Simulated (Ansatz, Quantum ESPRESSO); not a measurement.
**AlN (P6_3mc): Raman and infrared activity**

Aim: Raman and infrared lines of AlN (P6_3mc).

Main program and level: Quantum ESPRESSO 8.0 development, patched; DFT LDA, scalar-relativistic, plane waves, PseudoDojo norm-conserving pseudopotentials.

The experiments to compare with:

For AlN, wurtzite (literature value), “Electronic structure and chemical bonding anisotropy investigation of wurtzite AlN” (2011, arxiv:1112.6088) quotes earlier work: lattice constant a (a lattice parameter, reported experimental value) 3.111 Å [Literature experimental value cited in the paper's theory part].

“Structural, Surface and Optical Studies of m- and c-Face AlN Crystals Grown by Physical Vapor Transport Method” (2023, pmc:10004678) reports for AlN, wurtzite, by micro-Raman, 532 nm excitation (m-face PVT-grown bulk crystal, 300 K): Raman mode (E2(low)) about 247.6 cm⁻¹; Raman mode (A1(TO)) about 610.4 cm⁻¹ [m-face sample; 325 nm excitation gives 609.2 cm-1]; Raman mode (E2(high)) about 656.1 cm⁻¹ [stress-sensitive mode; residual stress in the crystal is evaluated from it]; Raman mode (E1(TO)) about 669.1 cm⁻¹.

The database entry behind the starting cell differs from later determinations by our own check (inner coordinate u about 0.002 short), so it need not match the best structure at ambient conditions.

**1. The starting structure**

Symmetry: P6_3mc, No. 186, hexagonal system. The conventional cell has a = 3.113 Å, b = 3.113 Å, c = 4.981 Å, α = 90.00°, β = 90.00°, γ = 120.00°. Nearest to Al lie 4 N at 1.89 Å. Nearest to N lie 4 Al at 1.89 Å. Farther neighbours and most contacts between anions are not listed.

**2. A first look**

A cheap run with smearing and empty bands tells whether the crystal has a gap, which decides between fixed occupations and smearing later on.

Input file probe.in:

```
&CONTROL
  calculation = 'scf'
  prefix      = 'x'
  outdir      = './tmp'
  pseudo_dir  = './pseudo'
  tprnfor     = .true.
  tstress     = .true.
  verbosity   = 'high'
/
&SYSTEM
  ibrav       = 0
  nat         = 4
  ntyp        = 2
  ecutwfc     = 72.0
  occupations = 'smearing'
  smearing    = 'gaussian'
  degauss     = 0.01
/
&ELECTRONS
  conv_thr         = 1.0d-07
  mixing_beta      = 0.7
  electron_maxstep = 100
/
ATOMIC_SPECIES
 Al     26.9815  Al.upf
 N      14.0070  N.upf
CELL_PARAMETERS angstrom
     3.113000000    0.000000000    0.000000000
    -1.556500000    2.695937080    0.000000000
     0.000000000    0.000000000    4.981000000
ATOMIC_POSITIONS crystal
 Al     0.333333330   0.666666670   0.000000000
 Al     0.666666670   0.333333330   0.500000000
 N      0.333333330   0.666666670   0.380000000
 N      0.666666670   0.333333330   0.880000000
K_POINTS automatic
 6 6 4 0 0 0
```

On the command line:

```sh
$ OMP_NUM_THREADS=1 mpirun -n 8 pw.x -nk 8 -in probe.in > probe.out
```

The log of the run:

```text
[banners, grids, parts of the stress and lines that vanish by symmetry left out]
Program PWSCF v.8.0dev
     Message from routine setup:
     using ibrav=0 with symmetry is DISCOURAGED, use correct ibrav instead
[...]
kinetic-energy cutoff     =      72.0000  Ry
     charge density cutoff     =     288.0000  Ry
     scf convergence threshold =      1.0E-07
[...]
Exchange-correlation= SLA-PW-NOGX-NOGC
                           (   1   4   0   0   0   0   0)
[...]
12 Sym. Ops. (no inversion) found ( 6 have fractional translation)
[...]
(     0          1          0      )
                  (     0          0          1      )
[...]
(  0.0000000  1.0000000  0.0000000 )
                  (  0.0000000  0.0000000  1.0000000 )
[...]
(     0         -1          0      )       (  0.0000000 )
[...]
(     0          0          1      )
[...]
( -0.8660254 -0.5000000  0.0000000 )
                  (  0.0000000  0.0000000  1.0000000 )
[...]
number of k points=    21  Gaussian smearing, width (Ry)=  0.0100
[...]
End of self-consistent calculation
[...]
the Fermi energy is     8.3860 ev
!    total energy              =     -51.37249096 Ry
[...]
convergence has been achieved in   9 iterations
[...]
atom    1 type  1   force =     0.00000000    0.00000000   -0.00448437
     atom    2 type  1   force =     0.00000000    0.00000000   -0.00448437
     atom    3 type  2   force =    -0.00000000   -0.00000000    0.00448437
     atom    4 type  2   force =     0.00000000    0.00000000    0.00448437
[...]
Total force =     0.008969     Total SCF correction =     0.000003
[...]
total   stress  (Ry/bohr**3)                   (kbar)     P=      -63.39
[...]
XML data file, charge density, pseudopotentials, collected wavefunctions

   JOB DONE.
```

Elapsed: 2.2 s, on 8 MPI ranks of Arm Neoverse V2, shared host.

Numbers from this step:

| Quantity | Value |
| --- | --- |
| volume per atom | 10.45 Å³ |
| pressure | -6.339 GPa |
| gap on the k-mesh | 4.255 eV |

A gap of 4.3 eV opens on this mesh, so the crystal is taken as an insulator; the start stands at -6.3 GPa.

**3. Relaxation**

Frequencies change by per cents with a per cent of volume, so the structure is first brought to rest at this level of theory.

Input file relax.in:

```
&CONTROL
  calculation   = 'vc-relax'
  prefix        = 'x'
  outdir        = './tmp'
  pseudo_dir    = './pseudo'
  tprnfor       = .true.
  tstress       = .true.
  forc_conv_thr = 2.0d-05
  etot_conv_thr = 1.0d-07
  nstep         = 40
/
&SYSTEM
  ibrav       = 0
  nat         = 4
  ntyp        = 2
  ecutwfc     = 72.0
  occupations = 'fixed'
  nbnd        = 10
/
&ELECTRONS
  conv_thr         = 1.0d-11
  mixing_beta      = 0.7
  electron_maxstep = 100
/
&IONS
/
&CELL
  press_conv_thr = 0.2
/
ATOMIC_SPECIES
 Al     26.9815  Al.upf
 N      14.0070  N.upf
CELL_PARAMETERS angstrom
     3.113000000    0.000000000    0.000000000
    -1.556500000    2.695937080    0.000000000
     0.000000000    0.000000000    4.981000000
ATOMIC_POSITIONS crystal
 Al     0.333333330   0.666666670   0.000000000
 Al     0.666666670   0.333333330   0.500000000
 N      0.333333330   0.666666670   0.380000000
 N      0.666666670   0.333333330   0.880000000
K_POINTS automatic
 9 9 4 0 0 0
```

On the command line:

```sh
$ OMP_NUM_THREADS=1 mpirun -n 8 pw.x -nk 8 -in relax.in > relax.out
```

The log of the run:

```text
[banners, grids, parts of the stress and lines that vanish by symmetry left out]
[banner, memory and clock lines left out]
Program PWSCF v.8.0dev

[...]
kinetic-energy cutoff     =      72.0000  Ry
     charge density cutoff     =     288.0000  Ry
     scf convergence threshold =      1.0E-11
[...]
energy convergence thresh.=      1.0E-07
     force convergence thresh. =      2.0E-05
     press convergence thresh. =      2.0E-01
     Exchange-correlation= SLA-PW-NOGX-NOGC
                           (   1   4   0   0   0   0   0)
[...]
12 Sym. Ops. (no inversion) found ( 6 have fractional translation)
[...]
number of k points=    36
[...]
End of self-consistent calculation
[...]
highest occupied, lowest unoccupied level (ev):     6.7930   11.0484
!    total energy              =     -51.37259442 Ry
[...]
convergence has been achieved in  16 iterations
[...]
atom    1 type  1   force =     0.00000000    0.00000000   -0.00444012
     atom    2 type  1   force =     0.00000000   -0.00000000   -0.00444012
     atom    3 type  2   force =    -0.00000000   -0.00000000    0.00444012
     atom    4 type  2   force =     0.00000000    0.00000000    0.00444012
     Total force =     0.008880     Total SCF correction =     0.000000
[...]
total   stress  (Ry/bohr**3)                   (kbar)     P=      -63.09
[...]
number of bfgs steps    =   0
[...]
CELL_PARAMETERS (angstrom)
[...]
ATOMIC_POSITIONS (crystal)
Al               0.3333333300        0.6666666700       -0.0004717147
Al               0.6666666700        0.3333333300        0.4995282853
N                0.3333333300        0.6666666700        0.3804717147
N                0.6666666700        0.3333333300        0.8804717147
[...]
New effective cutoffs (rho, wfc):  294.80   73.70
[...]
End of self-consistent calculation
[...]
highest occupied, lowest unoccupied level (ev):     7.1413   11.6805
!    total energy              =     -51.37456134 Ry
[...]
convergence has been achieved in  10 iterations
[...]
atom    1 type  1   force =     0.00000000    0.00000000   -0.00132867
     atom    2 type  1   force =     0.00000000    0.00000000   -0.00132867
     atom    3 type  2   force =     0.00000000   -0.00000000    0.00132867
     atom    4 type  2   force =    -0.00000000    0.00000000    0.00132867
     Total force =     0.002657     Total SCF correction =     0.000000
[...]
total   stress  (Ry/bohr**3)                   (kbar)     P=        2.96
[...]
number of bfgs steps    =   1
[...]
CELL_PARAMETERS (angstrom)
[...]
ATOMIC_POSITIONS (crystal)
[...]
New effective cutoffs (rho, wfc):  294.39   73.60
[...]
End of self-consistent calculation
[...]
highest occupied, lowest unoccupied level (ev):     7.1338   11.6548
!    total energy              =     -51.37457423 Ry
[...]
convergence has been achieved in   7 iterations
[...]
atom    1 type  1   force =     0.00000000    0.00000000   -0.00096266
     atom    2 type  1   force =     0.00000000    0.00000000   -0.00096266
     atom    3 type  2   force =    -0.00000000    0.00000000    0.00096266
     atom    4 type  2   force =     0.00000000    0.00000000    0.00096266
     Total force =     0.001925     Total SCF correction =     0.000000
[...]
total   stress  (Ry/bohr**3)                   (kbar)     P=       -0.06
[...]
total   stress  (Ry/bohr**3)                   (kbar)     P=       -1.16
[...]
number of bfgs steps    =   3
[...]
CELL_PARAMETERS (angstrom)
[...]
ATOMIC_POSITIONS (crystal)
[...]
New effective cutoffs (rho, wfc):  293.99   73.51
[...]
End of self-consistent calculation
[...]
highest occupied, lowest unoccupied level (ev):     7.1518   11.6558
!    total energy              =     -51.37458512 Ry
[...]
convergence has been achieved in   7 iterations
[...]
Total force =     0.000058     Total SCF correction =     0.000000
[...]
total   stress  (Ry/bohr**3)                   (kbar)     P=       -0.52
[...]
number of bfgs steps    =   4
[...]
CELL_PARAMETERS (angstrom)
[...]
ATOMIC_POSITIONS (crystal)
[...]
New effective cutoffs (rho, wfc):  294.01   73.52
[...]
End of self-consistent calculation
[...]
highest occupied, lowest unoccupied level (ev):     7.1550   11.6602
!    total energy              =     -51.37458525 Ry
[...]
convergence has been achieved in   6 iterations
[...]
Total force =     0.000013     Total SCF correction =     0.000000
[...]
total   stress  (Ry/bohr**3)                   (kbar)     P=       -0.08
[...]
number of bfgs steps    =   5
[...]
small trust_radius: resetting bfgs history
[...]
CELL_PARAMETERS (angstrom)
[...]
ATOMIC_POSITIONS (crystal)
[...]
New effective cutoffs (rho, wfc):  294.02   73.52
[...]
End of self-consistent calculation
[...]
highest occupied, lowest unoccupied level (ev):     7.1554   11.6610
!    total energy              =     -51.37458526 Ry
[...]
convergence has been achieved in   7 iterations
[...]
atom    1 type  1   force =     0.00000000    0.00000000    0.00000355
     atom    2 type  1   force =     0.00000000    0.00000000    0.00000355
     atom    3 type  2   force =    -0.00000000   -0.00000000   -0.00000355
     atom    4 type  2   force =    -0.00000000   -0.00000000   -0.00000355
     Total force =     0.000007     Total SCF correction =     0.000000
[...]
total   stress  (Ry/bohr**3)                   (kbar)     P=        0.01
[...]
bfgs converged in   7 scf cycles and   6 bfgs steps
[...]
End of BFGS Geometry Optimization
     Final enthalpy           =     -51.3745852570 Ry
     File ./tmp/x.bfgs deleted, as requested
[...]
CELL_PARAMETERS (angstrom)
[...]
ATOMIC_POSITIONS (crystal)
[...]
N                0.3333333300        0.6666666700        0.3809953768
N                0.6666666700        0.3333333300        0.8809953768
[...]
Final scf calculation at the relaxed structure.
[...]
kinetic-energy cutoff     =      72.0000  Ry
     charge density cutoff     =     288.0000  Ry
     scf convergence threshold =      1.0E-13
[...]
press convergence thresh. =      2.0E-01
     Exchange-correlation= SLA-PW-NOGX-NOGC
                           (   1   4   0   0   0   0   0)
[...]
12 Sym. Ops. (no inversion) found ( 6 have fractional translation)
[...]
number of k points=    36
[...]
End of self-consistent calculation
[...]
highest occupied, lowest unoccupied level (ev):     7.1552   11.6608
!    total energy              =     -51.37433930 Ry
[...]
convergence has been achieved in  17 iterations
[...]
atom    1 type  1   force =    -0.00000000   -0.00000000    0.00000032
     atom    2 type  1   force =     0.00000000    0.00000000    0.00000032
     atom    3 type  2   force =     0.00000000    0.00000000   -0.00000032
     atom    4 type  2   force =     0.00000000   -0.00000000   -0.00000032
     Total force =     0.000001     Total SCF correction =     0.000000
[...]
total   stress  (Ry/bohr**3)                   (kbar)     P=       -1.34
[...]
XML data file, charge density, pseudopotentials, collected wavefunctions
```

The job ended after 17 s (8 MPI ranks; 2.2 min of CPU time).

The steps of the relaxation:

```csv
step,energy less that of the first step (eV),largest force (eV/Å),pressure (GPa),volume (Å³)
1,0.0000,0.1142,-6.31,41.80
2,-0.0268,0.0342,0.30,40.47
3,-0.0269,0.0248,-0.01,40.53
4,-0.0271,0.0091,-0.12,40.54
5,-0.0271,0.0007,-0.05,40.53
6,-0.0271,0.0002,-0.01,40.52
7,-0.0271,0.0001,0.00,40.52
8,-0.0237,0.0000,-0.13,40.52
```

```csv
"conventional cell, symmetrised",before,after,change
a (Å),3.113,3.081,-1.0 %
b (Å),3.113,3.081,-1.0 %
c (Å),4.981,4.930,-1.0 %
volume (Å³/atom),10.45,10.13,-3.1 %
```

The last row of the table of steps is pw.x's closing run on a basis chosen anew for the final cell, so its energy can jump.

Numbers from this step:

* volume per atom: 10.13 Å³
* pressure: -0.1333 GPa
* gap on the k-mesh: 4.506 eV

The volume changes by -3.1 % from the cell with which this run began.

**4. Self-consistent run for the response**

Perturbation theory inherits every error of the wavefunctions, so the threshold is set near the limit of the arithmetic. With a gap, occupations are fixed, which also allows the response to an electric field.

Input file scf.in:

```
&CONTROL
  calculation = 'scf'
  prefix      = 'x'
  outdir      = './tmp'
  pseudo_dir  = './pseudo'
  tprnfor     = .true.
  tstress     = .true.
/
&SYSTEM
  ibrav       = 0
  nat         = 4
  ntyp        = 2
  ecutwfc     = 72.0
  occupations = 'fixed'
  nbnd        = 10
/
&ELECTRONS
  conv_thr         = 1.0d-12
  mixing_beta      = 0.7
  electron_maxstep = 100
/
ATOMIC_SPECIES
 Al     26.9815  Al.upf
 N      14.0070  N.upf
CELL_PARAMETERS angstrom
     3.080557190    0.000000000    0.000000000
    -1.540278595    2.667840784    0.000000000
     0.000000000    0.000000000    4.930336414
ATOMIC_POSITIONS crystal
 Al     0.333333333   0.666666667  -0.000995377
 Al     0.666666667   0.333333333   0.499004623
 N      0.333333333   0.666666667   0.380995377
 N      0.666666667   0.333333333   0.880995377
K_POINTS automatic
 9 9 4 0 0 0
```

On the command line:

```sh
$ OMP_NUM_THREADS=1 mpirun -n 8 pw.x -nk 8 -in scf.in > scf.out
```

The log of the run:

```text
[banners, grids, parts of the stress and lines that vanish by symmetry left out]
[banner, memory and clock lines left out]
Program PWSCF v.8.0dev

[...]
kinetic-energy cutoff     =      72.0000  Ry
     charge density cutoff     =     288.0000  Ry
     scf convergence threshold =      1.0E-12
[...]
Exchange-correlation= SLA-PW-NOGX-NOGC
                           (   1   4   0   0   0   0   0)
[...]
12 Sym. Ops. (no inversion) found ( 6 have fractional translation)
[...]
number of k points=    36
[...]
End of self-consistent calculation
[...]
highest occupied, lowest unoccupied level (ev):     7.1552   11.6608
!    total energy              =     -51.37433931 Ry
[...]
convergence has been achieved in  20 iterations
[...]
atom    1 type  1   force =     0.00000000    0.00000000    0.00000031
     atom    2 type  1   force =    -0.00000000   -0.00000000    0.00000031
     atom    3 type  2   force =     0.00000000   -0.00000000   -0.00000031
     atom    4 type  2   force =     0.00000000    0.00000000   -0.00000031
     Total force =     0.000001     Total SCF correction =     0.000000
[...]
total   stress  (Ry/bohr**3)                   (kbar)     P=       -1.34
[...]
XML data file, charge density, pseudopotentials, collected wavefunctions
```

Wall time 4.5 s (8 MPI ranks).

The cell stands at -0.13 GPa, close enough for phonons.

(Continued in part 2 of 3.)

[Host names and launcher messages were left out of these logs when they were recorded.]

[Logs are printed without paths, hosts, clocks, repeated set-up lines and the standing remarks that a program may print on its own settings, such as how far it seeks lower states.]

[Hosts, paths, dates, database ids (printed as entryN), source tags and the programs' standing remarks are cut or masked in the printed files.]
